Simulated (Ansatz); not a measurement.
## Ir wire along [110], 4 atoms a period: bands by functional and under strain

What gap, if any, does the Ir wire along [110], 4 atoms a period have, and how does it change with the functional and under strain?

Method: DFT PBE, plane waves, PAW; relaxation of a wire's period, in the first sound run; inputs show where later runs differ, in Ansatz 0.2.0.

## Step 1: The starting structure

The cell holds 4 atoms: 4 Ir. Its edges and angles: a = 10.670 Å, b = 9.537 Å, c = 2.737 Å, α = 90.0°, β = 90.0°, γ = 90.0°. Vacuum lies along a and b. The structure's axis is c.

## Step 2: The relaxed wire

Band widths follow the bond lengths, so the wire is relaxed first. The atoms and the third cell vector are free; the box across stays fixed as vacuum. Moments are seeded so that a magnetic state can form if it lies lower. A Fermi-Dirac smearing is set since the result may be a metal. The pressure printed is a third of the stress's trace over the whole box, vacuum included; only the stress along the axis is relaxed.

input.yaml reads:

```yaml
crystal:
  lattice:
    - [10.67, 0.0, 0.0]
    - [0.0, 9.537, 0.0]
    - [0.0, 0.0, 2.7365032432]
  atoms:
    - { symbol: Ir, position: [0.318650422, 0.499973956, 0.0], spin: 0.8 }
    - { symbol: Ir, position: [0.681349578, 0.499973956, 0.0], spin: 0.8 }
    - { symbol: Ir, position: [0.5, 0.356506239, 0.5], spin: 0.8 }
    - { symbol: Ir, position: [0.5, 0.643441674, 0.5], spin: 0.8 }
magnetization:
  spin_polarized: true
kpoints:
  mp_grid: { grid: [1, 1, 30] }
scf:
  occupations: { method: fermi_dirac, width: 0.05 }
hamiltonian:
  xc: pbe
relax:
  cell: { fix: [a, b, alpha, beta, gamma] }
  max_steps: 60
```

Launch:

```console
> ansatz run input.yaml --threads 8 --pin off --max-ram 16384MiB --backend cpu --events-out ev --progress --plain --runs-dir out
```

Numbers of over 12 decimals in the logs are rounded to 6 here.

Log:

```text
Engine: ansatz 0.2.0, aarch64-unknown-linux-gnu
Pseudopotentials: kind: paw
Pseudopotential: Ir, paw, valence charge 17, recommended cutoff 420 eV (normal), Ir.paw.azcp
Functional definition: PBE
  parameter kappa = 0.804
  parameter beta = 0.066725
  exchange = pbe_x(kappa = kappa, mu = beta*pi^2/3)
  correlation = pbe_c(beta = beta)
Crystal: 4 atoms, lattice volume = 278.466 Å³
Basis set: ecut = 420 eV, 5469 PW (Γ), exchange–correlation on 144×128×40 points (8 copies of the dense FFT grid, shifted against one another)
Bands: 43, of which v1, the nominal top of the filled ones, is band 34 counted from 1 (33 counted from 0)
Symmetry: 8 space group operations
Space group: Pmmm (ITA 47), of the structure as read, at distance tolerance 6.5e-5 Å
Magnetic group: BNS 47.249 (UNI 347), of the structure as read, at distance tolerance 6.5e-5 Å
k-points: 16 of 30
Non-local potential: Ir, projectors of the file, l = 0: 3, l = 1: 2, l = 2: 2, l = 3: 1
PAW form: soft (Blöchl's): semilocal exchange-correlation on the pseudo side does not see the compensation charge
PAW one-centre angular grid: Ir, 590 points (default); XC on 64 Gauss nodes
Initial density: superposition of atomic densities (neutral atoms: chi_scale 0, normalization atom)
Starting moments: Σ|m| = 3.2 μB on 4 of 4 sites
Initial wavefunctions: pseudopotential atomic-orbital guess
Functional: x = pbe(κ = 0.804, μ = 0.219515), c = pbe(β = 0.066725)
SCF iter   1: F=—  HF=-47731.970555 eV  |F-HF|=—  |Δ(HF+E_count)|=         —  Δρ=1.38e-2 (↑1.05e-2 ↓1.38e-2)  dr2=3.70e0  dr2_m=6.98e-2  M=2.663 μB ∫|m|=2.677 μB  β_m=0.30  ethr=3.10e-3  ⟨swp⟩=8.4  Hψ=6025  notcnv=0  defer=1
Mixer restart at iter 1: flushing history
preconditioner: auto → LDOS  [metal: Δε(μ)=0.025 eV  Ē_g=5.193 eV  σ=0.050 eV  W_gap=0.13  n_scr=36 (ndim 8)  ℏωp=13.4 eV  f_vac=0.612  D(μ)=10.39/eV (n_scr^D=72)]
spin=Collinear: LDOS preconditioning applied to the charge; magnetization (m = ρ↑ − ρ↓) channel mixes plain (no charge-response kernel on spin).
SCF iter   2: F=—  HF=-47731.865465 eV  |F-HF|=—  |Δ(HF+E_count)|=   1.05e-1  Δρ=8.16e-3 (↑6.97e-3 ↓8.16e-3)  dr2=5.12e-1  dr2_m=4.35e-2  M=2.539 μB ∫|m|=2.568 μB  β_m=0.37  ethr=3.10e-3  ⟨swp⟩=2.2  Hψ=2462  notcnv=0  defer=26
SCF iter   3: F=—  HF=-47732.246585 eV  |F-HF|=—  |Δ(HF+E_count)|=   3.81e-1  Δρ=4.58e-3 (↑4.55e-3 ↓4.58e-3)  dr2=9.02e-2  dr2_m=2.11e-2  M=2.420 μB ∫|m|=2.469 μB  β_m=0.63  ethr=7.53e-4  ⟨swp⟩=2.5  Hψ=2126  notcnv=0  defer=26
SCF iter   4: F=—  HF=-47732.518832 eV  |F-HF|=—  |Δ(HF+E_count)|=         —  Δρ=4.87e-3 (↑4.87e-3 ↓4.67e-3)  dr2=1.16e-2  dr2_m=5.28e-2  M=1.714 μB ∫|m|=1.793 μB  β_m=0.63  ethr=1.33e-4  ⟨swp⟩=3.2  Hψ=2409  notcnv=0  defer=27
SCF iter   5: F=—  HF=-47732.519874 eV  |F-HF|=—  |Δ(HF+E_count)|=   1.04e-3  Δρ=2.64e-3 (↑2.54e-3 ↓2.64e-3)  dr2=2.68e-3  dr2_m=1.59e-2  M=1.598 μB ∫|m|=1.668 μB  β_m=0.81  ethr=1.70e-5  ⟨swp⟩=2.4  Hψ=2429  notcnv=0  defer=27
SCF iter   6: F=—  HF=-47732.525068 eV  |F-HF|=—  |Δ(HF+E_count)|=   5.19e-3  Δρ=8.07e-4 (↑8.07e-4 ↓6.77e-4)  dr2=7.78e-4  dr2_m=1.24e-3  M=1.400 μB ∫|m|=1.452 μB  β_m=0.86  ethr=3.94e-6  ⟨swp⟩=2.5  Hψ=3089  notcnv=0  defer=29
SCF iter   7: F=—  HF=-47732.526154 eV  |F-HF|=—  |Δ(HF+E_count)|=   1.09e-3  Δρ=2.72e-4 (↑2.49e-4 ↓2.72e-4)  dr2=6.37e-5  dr2_m=1.60e-4  M=1.344 μB ∫|m|=1.387 μB  β_m=0.93  ethr=1.14e-6  ⟨swp⟩=2.8  Hψ=2924  notcnv=0  defer=29
SCF iter   8: F=—  HF=-47732.526612 eV  |F-HF|=—  |Δ(HF+E_count)|=   4.58e-4  Δρ=9.00e-5 (↑7.10e-5 ↓9.00e-5)  dr2=1.81e-5  dr2_m=1.25e-5  M=1.298 μB ∫|m|=1.336 μB  β_m=0.93  ethr=9.37e-8  ⟨swp⟩=3.0  Hψ=3125  notcnv=0  defer=29
SCF iter   9: F=—  HF=-47732.526620 eV  |F-HF|=—  |Δ(HF+E_count)|=   8.86e-6  Δρ=4.78e-5 (↑4.78e-5 ↓3.20e-5)  dr2=2.43e-6  dr2_m=3.59e-6  M=1.296 μB ∫|m|=1.334 μB  β_m=0.96  ethr=2.66e-8  ⟨swp⟩=2.5  Hψ=2832  notcnv=0  defer=29
SCF iter  10: F=—  HF=-47732.526627 eV  |F-HF|=—  |Δ(HF+E_count)|=   6.10e-6  Δρ=2.06e-5 (↑1.84e-5 ↓2.06e-5)  dr2=6.58e-7  dr2_m=8.81e-7  M=1.296 μB ∫|m|=1.334 μB  β_m=0.98  ethr=3.57e-9  ⟨swp⟩=2.5  Hψ=2620  notcnv=0  defer=29
SCF iter  11: F=—  HF=-47732.526628 eV  |F-HF|=—  |Δ(HF+E_count)|=   1.19e-6  Δρ=1.27e-5 (↑1.27e-5 ↓1.24e-5)  dr2=4.44e-7  dr2_m=3.20e-7  M=1.296 μB ∫|m|=1.335 μB  β_m=0.99  ethr=9.68e-10  ⟨swp⟩=2.6  Hψ=2654  notcnv=0  defer=29
SCF iter  12: F=—  HF=-47732.526628 eV  |F-HF|=—  |Δ(HF+E_count)|=   3.75e-7  Δρ=8.06e-6 (↑8.06e-6 ↓4.90e-6)  dr2=4.92e-7  dr2_m=6.24e-8  M=1.298 μB ∫|m|=1.336 μB  β_m=0.87  ethr=6.53e-10  ⟨swp⟩=2.5  Hψ=2927  notcnv=0  defer=29
SCF iter  13: F=—  HF=-47732.526628 eV  |F-HF|=—  |Δ(HF+E_count)|=   1.92e-8  Δρ=3.77e-6 (↑3.24e-6 ↓3.77e-6)  dr2=9.26e-8  dr2_m=2.33e-8  M=1.298 μB ∫|m|=1.337 μB  β_m=0.88  ethr=6.53e-10  ⟨swp⟩=2.3  Hψ=2443  notcnv=0  defer=29
SCF iter  14: F=—  HF=-47732.526628 eV  |F-HF|=—  |Δ(HF+E_count)|=   1.49e-8  Δρ=1.45e-6 (↑1.09e-6 ↓1.45e-6)  dr2=9.95e-9  dr2_m=2.42e-9  M=1.299 μB ∫|m|=1.338 μB  β_m=0.83  ethr=1.36e-10  ⟨swp⟩=2.3  Hψ=2263  notcnv=0  defer=29
SCF iter  15: F=-47732.526628 eV  HF=-47732.526628 eV  |F-HF|=1.69e-9  |Δ(HF+E_count)|=   2.15e-9  Δρ=5.23e-7 (↑5.23e-7 ↓3.81e-7)  dr2=2.41e-9  dr2_m=1.05e-10  M=1.299 μB ∫|m|=1.338 μB  ethr=1.46e-11  ⟨swp⟩=1.4  Hψ=4581  notcnv=0
SCF 1 converged in 15 iterations: F = -47732.526628 eV  dr2 = 2.41e-9
  greatest PAW one-centre occupation: 1.000 electrons in one spin orbital (limit 2), on the Ir atom at site 3 (counted from 0), in its partial waves of l = 0
relax step   1: F+E_penalty+E_count = -47732.52662812 eV  Δ(F+E_penalty+E_count) = +0.000e0 eV  max|allowed force component| = 2.633e0 eV/Å  Δτ_max = 0.0000 Å  P = -6.335 GPa  Ω = 278.466 Å³  fix = [a, b, alpha, beta, gamma]  reactions: a -5.565, b -4.055 GPa  (15 SCF iters, dr2 threshold 1.00e-7 eV, accepted)
Crystal: 4 atoms, lattice volume = 267.440 Å³
Basis set: ecut = 420 eV, 5285 PW (Γ), exchange–correlation on 144×128×40 points (8 copies of the dense FFT grid, shifted against one another)
Initial density: handed on by an earlier stage of this run
Starting moments: Σ|m| = 3.2 μB on 4 of 4 sites; this step starts from the density that it was given
Initial wavefunctions: those handed on with the density
iter 1 solved again at ethr=6.65e-4 eV; its pass at ethr=3.10e-3 eV (dr2=4.52e-1 eV) is discarded
SCF iter   1: F=—  HF=-47732.983421 eV  |F-HF|=—  |Δ(HF+E_count)|=         —  Δρ=1.60e-2 (↑1.60e-2 ↓1.17e-2)  dr2=4.61e-1  dr2_m=2.81e-1  M=0.145 μB ∫|m|=0.226 μB  β_m=0.30  ethr=6.65e-4  ⟨swp⟩=1.2  Hψ=7113  notcnv=0
[...]
relax step   3: F+E_penalty+E_count = -47733.46856659 eV  Δ(F+E_penalty+E_count) = -5.034e-1 eV  max|allowed force component| = 1.319e0 eV/Å  Δτ_max = 0.0806 Å  P = +1.862 GPa  Ω = 263.419 Å³  energy of the carried Pulay correction = +1.478e-3 eV  fix = [a, b, alpha, beta, gamma]  reactions: a +2.889, b +0.926 GPa  (14 SCF iters, dr2 threshold 4.00e-7 eV, accepted)
[...]
relax step   4: F+E_penalty+E_count = -47733.57733955 eV  Δ(F+E_penalty+E_count) = -1.088e-1 eV  max|allowed force component| = 3.124e-1 eV/Å  Δτ_max = 0.0847 Å  P = -0.438 GPa  Ω = 264.493 Å³  energy of the carried Pulay correction = +1.370e-3 eV  fix = [a, b, alpha, beta, gamma]  reactions: a -0.037, b -0.364 GPa  (11 SCF iters, dr2 threshold 4.00e-7 eV, accepted)
[...]
relax step   5: F+E_penalty+E_count = -47733.58666458 eV  Δ(F+E_penalty+E_count) = -9.325e-3 eV  max|allowed force component| = 6.876e-2 eV/Å  Δτ_max = 0.0191 Å  P = +0.036 GPa  Ω = 262.838 Å³  energy of the carried Pulay correction = +1.537e-3 eV  fix = [a, b, alpha, beta, gamma]  reactions: a +0.002, b +0.215 GPa  (9 SCF iters, dr2 threshold 4.00e-7 eV, accepted)
[...]
relax step   6: F+E_penalty+E_count = -47733.58695024 eV  Δ(F+E_penalty+E_count) = -2.857e-4 eV  max|allowed force component| = 9.154e-3 eV/Å  Δτ_max = 0.0034 Å  P = +0.057 GPa  Ω = 262.649 Å³  energy of the carried Pulay correction = +1.556e-3 eV  fix = [a, b, alpha, beta, gamma]  reactions: a +0.042, b +0.104 GPa  (7 SCF iters, dr2 threshold 2.96e-7 eV, accepted)
Basis set: ecut = 420 eV, 5161 PW (Γ), exchange–correlation on 144×128×36 points (8 copies of the dense FFT grid, shifted against one another)
Initial wavefunctions: pseudopotential atomic-orbital guess (no wavefunctions were taken with the density)
iter 1 solved again at ethr=1.14e-6 eV; its pass at ethr=3.10e-3 eV (dr2=7.76e-4 eV) is discarded
SCF iter   1: F=—  HF=-47733.583952 eV  |F-HF|=—  |Δ(HF+E_count)|=         —  Δρ=6.91e-5 (↑6.91e-5 ↓6.91e-5)  dr2=1.40e-5  dr2_m=8.49e-11  M=-0.000 μB ∫|m|=0.000 μB  β_m=0.65  ethr=1.14e-6  ⟨swp⟩=3.6  Hψ=10242  notcnv=0
preconditioner: auto → LDOS  [metal: Δε(μ)=0.035 eV  Ē_g=5.923 eV  σ=0.050 eV  W_gap=0.17  n_scr=20 (ndim 8)  ℏωp=13.7 eV  f_vac=0.633  D(μ)=5.12/eV (n_scr^D=26)]
spin=Collinear: LDOS preconditioning applied to the charge; magnetization (m = ρ↑ − ρ↓) channel mixes plain (no charge-response kernel on spin).
SCF iter   2: F=—  HF=-47733.584289 eV  |F-HF|=—  |Δ(HF+E_count)|=   3.36e-4  Δρ=2.20e-5 (↑2.20e-5 ↓2.20e-5)  dr2=9.68e-7  dr2_m=3.60e-11  M=-0.000 μB ∫|m|=0.000 μB  β_m=0.54  ethr=2.06e-8  ⟨swp⟩=2.7  Hψ=2837  notcnv=0
SCF iter   3: F=—  HF=-47733.584290 eV  |F-HF|=—  |Δ(HF+E_count)|=   1.62e-6  Δρ=7.42e-6 (↑7.42e-6 ↓7.41e-6)  dr2=2.62e-7  dr2_m=1.56e-11  M=-0.000 μB ∫|m|=0.000 μB  β_m=0.57  ethr=1.42e-9  ⟨swp⟩=2.2  Hψ=2214  notcnv=0
SCF iter   4: F=—  HF=-47733.584290 eV  |F-HF|=—  |Δ(HF+E_count)|=   2.57e-7  Δρ=2.22e-6 (↑2.22e-6 ↓2.19e-6)  dr2=3.63e-8  dr2_m=5.68e-12  M=-0.000 μB ∫|m|=0.000 μB  β_m=0.58  ethr=3.85e-10  ⟨swp⟩=2.0  Hψ=1924  notcnv=0
SCF iter   5: F=—  HF=-47733.584290 eV  |F-HF|=—  |Δ(HF+E_count)|=   1.78e-8  Δρ=1.01e-6 (↑1.01e-6 ↓9.83e-7)  dr2=1.42e-8  dr2_m=2.74e-12  M=-0.000 μB ∫|m|=0.000 μB  β_m=0.64  ethr=5.34e-11  ⟨swp⟩=3.4  Hψ=2775  notcnv=0
SCF iter   6: F=—  HF=-47733.584290 eV  |F-HF|=—  |Δ(HF+E_count)|=   6.84e-9  Δρ=4.89e-7 (↑4.89e-7 ↓4.70e-7)  dr2=3.08e-9  dr2_m=8.67e-13  M=-0.000 μB ∫|m|=0.000 μB  β_m=0.72  ethr=2.09e-11  ⟨swp⟩=1.7  Hψ=1584  notcnv=0
SCF iter   7: F=—  HF=-47733.584290 eV  |F-HF|=—  |Δ(HF+E_count)|=   2.91e-9  Δρ=9.52e-8 (↑9.52e-8 ↓8.77e-8)  dr2=1.47e-10  dr2_m=1.93e-13  M=-0.000 μB ∫|m|=0.000 μB  β_m=0.81  ethr=4.53e-12  ⟨swp⟩=2.0  Hψ=1894  notcnv=0
SCF iter   8: F=-47733.584290 eV  HF=-47733.584290 eV  |F-HF|=1.46e-11  |Δ(HF+E_count)|=  5.09e-11  Δρ=1.89e-8 (↑1.89e-8 ↓1.70e-8)  dr2=4.95e-12  dr2_m=2.89e-14  M=-0.000 μB ∫|m|=0.000 μB  ethr=1.00e-12  ⟨swp⟩=3.9  Hψ=5351  notcnv=0
the starting moments were not kept: the SCF closed with an absolute magnetisation of 8.3e-7 μB, where they sum to 3.2 μB in size (4 sites). That is at most 0.1 of that sum. Measured as dr2_m measures the in/out step, that magnetisation stands 4.4e-14 eV from none, at or under the dr2_threshold of 4.0e-11 eV: it is no larger than a step whose dr2_m would equal this threshold.
SCF 7 converged in 8 iterations: F = -47733.584290 eV  dr2 = 4.95e-12
relax step   7: F+E_penalty+E_count = -47733.58429048 eV  Δ(F+E_penalty+E_count) = +2.660e-3 eV  max|allowed force component| = 9.651e-3 eV/Å  Δτ_max = 0.0000 Å  P = +0.067 GPa  Ω = 262.649 Å³  fix = [a, b, alpha, beta, gamma]  reactions: a +0.050, b +0.110 GPa  stress off target by 4.08e-2 GPa on what of the cell is left free  SCF on the basis re-selected at this cell (its energy is not comparable with the rows above)  (8 SCF iters)
basis re-selected at this cell: Δ(F+E_penalty+E_count) = +2.660e-3 eV, ΔP = +0.010 GPa vs the last step (what re-selecting the basis moved, of the pressure what is left beyond the Pulay correction that the steps carried, after the strain that the cell walked since its last selection, with what the two solves' SCF thresholds leave and, on support functions, any second-order correction that the steps lacked; it is no measure of the basis error at this ecutwfc). The dense FFT grid was sized anew with the basis: this SCF ran on 72×64×18 points, the steps before it on 72×64×20, so part of this shift can come from that change (see relax.cell in the input reference). [rest of the remark cut]
SCF converged after 8 iterations
Magnetization: -0.0000 μB (34.0000 up, 34.0000 down)
Absolute magnetization: 0.0000 μB (∫|ρ↑−ρ↓|, with the PAW one-centre terms)
Spin contamination: 0.0000 ħ² per cell (⟨S²⟩ above its minimum at these occupations)
Per-site moments (μB) at R_I (Å): [(-1.0457442581437416e-7, 1.064690), (-1.0457442587200992e-7, 1.064690), (-9.158300327295296e-8, 1.026546), (-9.15830032513725e-8, 1.026546)]
Free energy (F): -47733.584290 eV
Harris-Foulkes:  -47733.584290 eV  (|F-HF|=1.46e-11)
Internal energy: -47733.539453 eV  (E = F + TS)
E sigma→0 (E₀):  -47733.561872 eV
Entropy (-TS):   -0.044838 eV (-11.209 meV/atom)
Fermi energy:    1.592122 eV
--- Per-component energies (eV) ---
  E_band       = -1933.905249
  E_kinetic    = 2484.241388
  E_local      = -28935.028399  (includes V_loc(G=0)·N_el)
  E_nonlocal   = 297.510671
  E_hartree    = 13168.709702
  E_xc         = -1062.847235
  E_vxc        = -1187.702398  (∫ρ·V_xc dr)
  E_paw        = -36895.519355  (= ΣΔE_a)
  E_vpaw       = -930.345899  (= ΣTr[D̂ρ^β])
  E_aug_tail   = 0.000269  (compensation charges beyond the density's cutoff)
  E_ewald      = 3209.393507
  E_smearing   = -0.044838  (= −TS)
  E_closure    = 0.000000  (closes the sum)
  Σ components = -47733.584290   (vs F -47733.584290, Δ=0.00e0)
--- Forces (eV/Å), atoms counted from 1 ---
  atom   1  Ir    -0.00965121     0.00000000     0.00000000
  atom   2  Ir     0.00965121     0.00000000     0.00000000
  atom   3  Ir     0.00000000     0.00406354     0.00000000
  atom   4  Ir     0.00000000    -0.00406354     0.00000000
  max |Σ_I F_I| component: 1.73e-18 eV/Å
--- Stress (GPa, compression-positive) ---
        0.050413       0.000000       0.000000
        0.000000       0.109764       0.000000
        0.000000       0.000000       0.040814
  P = ⅓ Tr σ = 0.0670 GPa (0.670 kbar)
--- Relaxed structure (6 steps of the walk, 6 accepted, 1 SCFs on fresh bases) ---
  F+E_penalty+E_count = -47733.58429048 eV   max|allowed force component| = 9.651e-3 eV/Å   (the final SCF, on the basis selected at the relaxed cell)
  cell:  # Å, volume = 262.6489 Å³
    - [10.67, 0.0, 0.0]
    - [0.0, 9.537, 0.0]
    - [0.0, 0.0, 2.581068]
  atoms:
    - { symbol: Ir, position: [0.322747, 0.499974, 0.0] }
    - { symbol: Ir, position: [0.677253, 0.499974, 0.0] }
    - { symbol: Ir, position: [0.5, 0.369503, 0.5] }
    - { symbol: Ir, position: [0.5, 0.630445, 0.5] }
```

It took 34 s on 8 threads of Arm Neoverse V1, shared host; peak memory 0.96 GiB.

Relaxation path:

```
step  energy less that of the first step (eV)  largest force component (eV/Å)  pressure (GPa)  volume (Å³)
   1                                   0.0000                          2.6331           -6.33       278.47
   2                                  -0.4385                          3.7561            5.16       267.44
   3                                  -0.9419                          1.3191            1.86       263.42
   4                                  -1.0507                          0.3124           -0.44       264.49
   5                                  -1.0600                          0.0688            0.04       262.84
   6                                  -1.0603                          0.0092            0.06       262.65
  7*                                  -1.0577                          0.0097            0.07       262.65
```

Relaxation steps marked * repeat the geometry before them on a plane-wave basis chosen anew for their cell, so energy and pressure can jump there.

The run keeps the 8 symmetry operations that it works with, so distortions that break them were not tested.

```
cell as run  before  after  change
      c (Å)   2.737  2.581  -5.7 %
```

The atoms that moved most (Å, along periodic axes as changes of fractional coordinates times the final cell, across vacuum about the mean position):

```
atom      dx      dy     dz  length
 Ir4   0.000  -0.124  0.000   0.124
 Ir3   0.000   0.124  0.000   0.124
 Ir2  -0.044   0.000  0.000   0.044
 Ir1   0.044   0.000  0.000   0.044
```

Final coordinates:

```xyz
4
Lattice="10.6700 0.0000 0.0000 0.0000 9.5370 0.0000 0.0000 0.0000 2.5811" Properties=species:S:1:pos:R:3
Ir    3.4437    4.7683    0.0000
Ir    7.2263    4.7683    0.0000
Ir    5.3350    3.5240    1.2905
Ir    5.3350    6.0125    1.2905
```

Numbers from this step:

```yaml
energy_at_zero_smearing: -47733.5619 eV
cell_length_along_the_wire: 2.581 Å
```

The cell's length comes to 2.581 Å with no moment.

[end of part 1 of 4]

[Logs are printed without paths, hosts, clocks, repeated set-up lines and the standing remarks that a program may print on its own settings, such as how far it seeks lower states.]

[Hosts, paths, dates, database ids (printed as entryN), source tags and the programs' standing remarks are cut or masked in the printed files.]
